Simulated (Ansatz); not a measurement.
**BP (F-43m): refractive index against wavelength**

The refractive index of BP (F-43m) below the direct gap (3.40 eV on the mesh) is read from one computed spectrum, n = √(Re ε).

The structure is cubic, space group F-43m (No. 216). Conventional cell: a = 4.538 Å, b = 4.538 Å, c = 4.538 Å, α = 90.00°, β = 90.00°, γ = 90.00°. Around P on site c lie 4 B at 1.97 Å. B on site a is surrounded by 4 P at 1.97 Å.

Method: Ansatz 0.2.0, PBE, independent particles, k-mesh 14×14×14 with interpolation inside its cells, Gaussian parameter 0.15 eV.

Launch of the response step: `ansatz run input.yaml --threads 4 --pin off --max-ram 8192MiB --backend cpu --events-out ev --progress --plain --runs-dir out`. The run took 3 s, on 4 threads of Intel(R) Xeon(R) Platinum 8488C (Sapphire Rapids), with other jobs on the host.

```tsv
wavelength (nm)	photon energy E (eV)	n
1550	0.800	3.1078
1310	0.946	3.1186
1064	1.165	3.1387
850	1.459	3.1736
700	1.771	3.2221
633	1.959	3.2581
532	2.331	?
```

In the single-oscillator model n² − 1 = E₀E_d/(E₀² − E²), so 1/(n² − 1) = E₀/E_d − E²/(E₀E_d) is linear in E².

Working, on the rows shown:

| x = E² (eV²) | y = 1/(n² − 1) |
| --- | --- |
| 0.639837 | 0.115495 |
| 0.895757 | 0.114604 |
| 1.35784 | 0.112976 |
| 2.12762 | 0.110232 |
| 3.13716 | 0.106588 |
| 3.83641 | 0.104002 |

Means: x̄ = 1.9991, ȳ = 0.11065. Σ(x − x̄)(y − ȳ) = -0.02933, Σ(x − x̄)² = 8.164. Slope = -0.02933 / 8.164 = -0.003593; intercept = ȳ − slope · x̄ = 0.11783. Turned back into n, the line misses the rows shown by at most 0.00066.

Predict the last column of the withheld row from the fit.

At x = 5.4314 the line gives y = 0.098318, that is 3.3423. The run gave 3.3483, so the extrapolation is off by 0.006, 2 % of the range in the table.

Refitted with all rows, the slope is -0.003655 and the intercept 0.11793. These give E₀ = √(intercept/−slope) = 5.68 eV and E_d = E₀/intercept = 48.2 eV; E₀ is 1.7 times the direct gap. The electronic limit at long wavelengths, without lattice vibrations, is n = √(1 + 1/intercept) = 3.079. Excitons are left out and so are local fields; PBE gaps are as a rule too small.

[Logs are printed without paths, hosts, clocks, repeated set-up lines and the standing remarks that a program may print on its own settings, such as how far it seeks lower states.]
